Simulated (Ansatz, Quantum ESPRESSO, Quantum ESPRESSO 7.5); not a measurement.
# Conductance against width: a Al chain with one bond drawn out

Aim: how the conductance falls as the barrier grows, for a Al chain with one bond drawn out.

Method: plane-wave DFT, LDA, GBRV ultrasoft pseudopotentials (cross-check by Ansatz 0.2.0 with PAW datasets), in Quantum ESPRESSO 7.5.

## (1) The system as given

The cell holds 12 atoms: 12 Al. Its edges and angles: a = 7.500 Å, b = 7.500 Å, c = 29.300 Å, α = 90.0°, β = 90.0°, γ = 90.0°. Regions: left lead, 6 atoms (6 Al); right lead, 6 atoms (6 Al). Vacuum lies along a and b. The structure is stacked, and the current runs, along c.

## (2) SCF with pw.x, 0.5 Å

One periodic cell holds a lead period, the junction and more lead; the atoms stay as built.

j0.scf.in reads:

```
&control
  prefix = 'j0.scf'
  outdir = './out'
  pseudo_dir = './pseudo'
  calculation = 'scf'
  tprnfor = .true.
/
&system
  ibrav = 0
  nat = 12
  ntyp = 1
  ecutwfc = 34
  ecutrho = 170
  occupations = 'smearing'
  smearing = 'mv'
  degauss = 0.01
/
&electrons
  conv_thr = 1e-07
  mixing_beta = 0.25
  electron_maxstep = 120
  mixing_mode = 'local-TF'
/
ATOMIC_SPECIES
  Al  26.9815  al_lda_v1.uspp.F.UPF
CELL_PARAMETERS angstrom
  7.50000000000000 0.00000000000000 0.00000000000000
  0.00000000000000 7.50000000000000 0.00000000000000
  0.00000000000000 0.00000000000000 29.30000000000000
ATOMIC_POSITIONS crystal
  Al  0.500000000000 0.500000000000 0.000000000000
  Al  0.500000000000 0.500000000000 0.081911262799
  Al  0.500000000000 0.500000000000 0.163822525597
  Al  0.500000000000 0.500000000000 0.245733788396
  Al  0.500000000000 0.500000000000 0.327645051195
  Al  0.500000000000 0.500000000000 0.409556313993
  Al  0.500000000000 0.500000000000 0.508532423208
  Al  0.500000000000 0.500000000000 0.590443686007
  Al  0.500000000000 0.500000000000 0.672354948805
  Al  0.500000000000 0.500000000000 0.754266211604
  Al  0.500000000000 0.500000000000 0.836177474403
  Al  0.500000000000 0.500000000000 0.918088737201
K_POINTS automatic
  1 1 3 0 0 0
```

Run with:

```bash
> OMP_NUM_THREADS=1 mpirun -n 4 pw.x -nk 1 -in j0.scf.in > j0.scf.out
```

Output:

```text
Program PWSCF v.7.5 starts

     Parallel version (MPI & OpenMP), running on       4 processor cores
     Number of MPI processes:                 4
     Threads/MPI process:                     1

     MPI processes distributed on     1 nodes

     Current dimensions of program PWSCF are:
     Max number of different atomic species (ntypx) = 10
     Max number of k-points (npk) =  40000
     Max angular momentum in pseudopotentials (lmaxx) =  4
     Message from routine setup:
     using ibrav=0 with symmetry is DISCOURAGED, use correct ibrav instead

     R & G space division:  proc/nbgrp/npool/nimage =       4
     Subspace diagonalization in iterative solution of the eigenvalue problem:
     a serial algorithm will be used

     Parallelization info
     --------------------
     sticks:   dense  smooth     PW     G-vecs:    dense   smooth      PW
     Min         677     544    138               104097    74478    9496
     Max         678     545    139               104120    74489    9507
     Sum        2709    2177    553               416417   297933   38007

     Using Slab Decomposition

     bravais-lattice index     =            0
     lattice parameter (alat)  =      14.1729  a.u.
     unit-cell volume          =   11122.0988 (a.u.)^3
     number of atoms/cell      =           12
     number of atomic types    =            1
     number of electrons       =        36.00
     number of Kohn-Sham states=           22
     kinetic-energy cutoff     =      34.0000  Ry
     charge density cutoff     =     170.0000  Ry
     scf convergence threshold =      1.0E-07
     mixing beta               =       0.2500
     number of iterations used =            8  local-TF  mixing
     Exchange-correlation= SLA  PZ   NOGX NOGC
                           (   1   1   0   0   0   0   0)

     celldm(1)=  14.172946  celldm(2)=   0.000000  celldm(3)=   0.000000
     celldm(4)=   0.000000  celldm(5)=   0.000000  celldm(6)=   0.000000

     crystal axes: (cart. coord. in units of alat)
               a(1) = (   1.000000   0.000000   0.000000 )
               a(2) = (   0.000000   1.000000   0.000000 )
               a(3) = (   0.000000   0.000000   3.906667 )

     reciprocal axes: (cart. coord. in units 2 pi/alat)
               b(1) = (  1.000000  0.000000  0.000000 )
               b(2) = (  0.000000  1.000000  0.000000 )
               b(3) = (  0.000000  0.000000  0.255973 )

     PseudoPot. # 1 for Al read from file:
     ./pseudo/al_lda_v1.uspp.F.UPF
     Pseudo is Ultrasoft + core correction, Zval =  3.0
     Generated by new atomic code, or converted to UPF format
     Using radial grid of  893 points,  3 beta functions with:
                l(1) =   0
                l(2) =   1
                l(3) =   2
     Q(r) pseudized with  8 coefficients,  rinner =    0.900   0.900   0.900
                                                       0.900   0.900

     atomic species   valence    mass     pseudopotential
     Al                3.00    26.98150     Al( 1.00)

      8 Sym. Ops. (no inversion) found

   Cartesian axes

     site n.     atom                  positions (alat units)
         1        Al     tau(   1) = (   0.5000000   0.5000000   0.0000000  )
         2        Al     tau(   2) = (   0.5000000   0.5000000   0.3200000  )
         3        Al     tau(   3) = (   0.5000000   0.5000000   0.6400000  )
         4        Al     tau(   4) = (   0.5000000   0.5000000   0.9600000  )
         5        Al     tau(   5) = (   0.5000000   0.5000000   1.2800000  )
         6        Al     tau(   6) = (   0.5000000   0.5000000   1.6000000  )
         7        Al     tau(   7) = (   0.5000000   0.5000000   1.9866667  )
         8        Al     tau(   8) = (   0.5000000   0.5000000   2.3066667  )
         9        Al     tau(   9) = (   0.5000000   0.5000000   2.6266667  )
        10        Al     tau(  10) = (   0.5000000   0.5000000   2.9466667  )
        11        Al     tau(  11) = (   0.5000000   0.5000000   3.2666667  )
        12        Al     tau(  12) = (   0.5000000   0.5000000   3.5866667  )

     number of k points=     2  Marzari-Vanderbilt smearing, width (Ry)=  0.0100
                       cart. coord. in units 2pi/alat
        k(    1) = (   0.0000000   0.0000000   0.0000000), wk =   0.6666667
        k(    2) = (   0.0000000   0.0000000   0.0853242), wk =   1.3333333

     Dense  grid:   416417 G-vectors     FFT dimensions: (  60,  60, 240)

     Smooth grid:   297933 G-vectors     FFT dimensions: (  54,  54, 216)

     Estimated max dynamical RAM per process >     233.02 MB

     Estimated total dynamical RAM >     932.10 MB

     Initial potential from superposition of free atoms

     starting charge      35.9737, renormalised to      36.0000

     negative rho (up, down):  1.024E-06 0.000E+00
     Starting wfcs are   48 randomized atomic wfcs

     total cpu time spent up to now is        0.8 secs

     per-process dynamical memory:    82.9 Mb

     Self-consistent Calculation

     iteration #  1     ecut=    34.00 Ry     beta= 0.25
     Davidson diagonalization with overlap
     ethr =  1.00E-02,  avg # of iterations =  2.0

     negative rho (up, down):  2.171E-08 0.000E+00

     total cpu time spent up to now is        2.3 secs

     total energy              =     -77.84887022 Ry
     estimated scf accuracy    <       0.72509354 Ry

     iteration #  2     ecut=    34.00 Ry     beta= 0.25

     total energy              =     -77.77901803 Ry
     estimated scf accuracy    <       0.44793510 Ry

     iteration #  3     ecut=    34.00 Ry     beta= 0.25

     total energy              =     -77.76318188 Ry
     estimated scf accuracy    <       0.10650118 Ry

     iteration #  4     ecut=    34.00 Ry     beta= 0.25

     total energy              =     -77.76094541 Ry
     estimated scf accuracy    <       0.03847260 Ry

     iteration #  5     ecut=    34.00 Ry     beta= 0.25

     total energy              =     -77.76347729 Ry
     estimated scf accuracy    <       0.01428646 Ry

     iteration #  6     ecut=    34.00 Ry     beta= 0.25

     total energy              =     -77.76339386 Ry
     estimated scf accuracy    <       0.00772703 Ry

     iteration #  7     ecut=    34.00 Ry     beta= 0.25

     total energy              =     -77.76417869 Ry
     estimated scf accuracy    <       0.00338493 Ry

     iteration #  8     ecut=    34.00 Ry     beta= 0.25

     total energy              =     -77.76522738 Ry
     estimated scf accuracy    <       0.00210477 Ry

     iteration #  9     ecut=    34.00 Ry     beta= 0.25

     total energy              =     -77.76500707 Ry
     estimated scf accuracy    <       0.00381628 Ry

     iteration # 10     ecut=    34.00 Ry     beta= 0.25

     total energy              =     -77.76523903 Ry
     estimated scf accuracy    <       0.00296192 Ry

     iteration # 11     ecut=    34.00 Ry     beta= 0.25

     total energy              =     -77.76520896 Ry
     estimated scf accuracy    <       0.00315173 Ry

     iteration # 12     ecut=    34.00 Ry     beta= 0.25

     total energy              =     -77.76521014 Ry
     estimated scf accuracy    <       0.00183457 Ry

     iteration # 13     ecut=    34.00 Ry     beta= 0.25

     total energy              =     -77.76517419 Ry
     estimated scf accuracy    <       0.00106585 Ry

     iteration # 14     ecut=    34.00 Ry     beta= 0.25

     total energy              =     -77.76514576 Ry
     estimated scf accuracy    <       0.00065529 Ry

[...]
iteration # 36     ecut=    34.00 Ry     beta= 0.25

     total energy              =     -77.76509501 Ry
     estimated scf accuracy    <       0.00000021 Ry

     iteration # 37     ecut=    34.00 Ry     beta= 0.25

     total energy              =     -77.76509503 Ry
     estimated scf accuracy    <       0.00000055 Ry

     iteration # 38     ecut=    34.00 Ry     beta= 0.25

     total energy              =     -77.76509499 Ry
     estimated scf accuracy    <       0.00000061 Ry

     iteration # 39     ecut=    34.00 Ry     beta= 0.25

     total energy              =     -77.76509501 Ry
     estimated scf accuracy    <       0.00000047 Ry

     iteration # 40     ecut=    34.00 Ry     beta= 0.25

     total energy              =     -77.76509498 Ry
     estimated scf accuracy    <       0.00000053 Ry

     iteration # 41     ecut=    34.00 Ry     beta= 0.25

     total energy              =     -77.76509493 Ry
     estimated scf accuracy    <       0.00000043 Ry

     iteration # 42     ecut=    34.00 Ry     beta= 0.25

     total energy              =     -77.76509490 Ry
     estimated scf accuracy    <       0.00000017 Ry

     iteration # 43     ecut=    34.00 Ry     beta= 0.25

     End of self-consistent calculation

          k = 0.0000 0.0000 0.0000 ( 37239 PWs)   bands (ev):

    -9.0833  -8.9446  -8.8513  -8.4656  -8.3184  -7.6512  -7.4376  -6.4955
    -6.2904  -5.0799  -4.9437  -3.9508  -3.0432  -3.0432  -2.8975  -2.8975
    -2.8506  -2.8506  -2.4335  -2.4335  -2.3368  -2.3368

          k = 0.0000 0.0000 0.0853 ( 37239 PWs)   bands (ev):

    -9.0725  -8.9897  -8.7711  -8.5921  -8.1654  -7.8455  -7.2092  -6.7885
    -5.9600  -5.4791  -4.5416  -4.1339  -3.0285  -3.0285  -2.9626  -2.9626
    -2.7487  -2.7487  -2.5846  -2.5846  -2.1568  -2.1568

     the Fermi energy is    -2.6752 ev

!    total energy              =     -77.76509492 Ry
     estimated scf accuracy    <       0.00000002 Ry
     smearing contrib. (-TS)   =       0.00315893 Ry
     internal energy E=F+TS    =     -77.76825385 Ry

     The total energy is F=E-TS. E is the sum of the following terms:
     one-electron contribution =     -40.19038873 Ry
     hartree contribution      =      24.32364697 Ry
     xc contribution           =     -47.89550660 Ry
     ewald contribution        =     -14.00600549 Ry

     convergence has been achieved in  43 iterations

     negative rho (up, down):  1.130E-05 0.000E+00

     Forces acting on atoms (cartesian axes, Ry/au):

     atom    1 type  1   force =     0.00000000    0.00000000   -0.00071472
     atom    2 type  1   force =     0.00000000    0.00000000   -0.00109081
     atom    3 type  1   force =     0.00000000    0.00000000    0.00136372
     atom    4 type  1   force =     0.00000000    0.00000000    0.00495157
     atom    5 type  1   force =     0.00000000    0.00000000   -0.00718045
     atom    6 type  1   force =     0.00000000    0.00000000    0.06344419
     atom    7 type  1   force =     0.00000000    0.00000000   -0.06344125
     atom    8 type  1   force =     0.00000000    0.00000000    0.00717552
     atom    9 type  1   force =     0.00000000    0.00000000   -0.00495002
     atom   10 type  1   force =     0.00000000    0.00000000   -0.00136351
     atom   11 type  1   force =     0.00000000    0.00000000    0.00108830
     atom   12 type  1   force =     0.00000000    0.00000000    0.00071745

     Total force =     0.090604     Total SCF correction =     0.000080

=------------------------------------------------------------------------------=
   JOB DONE.
=------------------------------------------------------------------------------=
```

Run time: 57 s. Hardware: 4 MPI ranks of Arm Neoverse V2, shared host; peak memory 0.96 GiB.

Read from the output:

| Property | Result |
| --- | --- |
| free energy | -1058.0480 eV |
| Fermi energy | -2.675 eV |

The run needed 43 iterations to bring the estimated error under 1e-07 Ry; the largest force on any atom, held or free, is 1.63 eV/Å.

(Part 1 of 5 ends here.)

[Long decimals in the printed logs are rounded to 6 places.]

[Repeated lines of the later SCF iterations (solver, time, negative density, dipole) and banner, clock, host and MPI lines are left out of these logs without a mark at each place.]

[Logs are printed without paths, hosts, clocks, repeated set-up lines and the standing remarks that a program may print on its own settings, such as how far it seeks lower states.]

[Hosts, paths, dates, database ids (printed as entryN), source tags and the programs' standing remarks are cut or masked in the printed files.]

[Maps of the electrostatic potential energy from Ansatz leave out the sawtooth potential of an applied field or a dipole correction, so their vacuum need not be flat; planar profiles and work functions include it.]
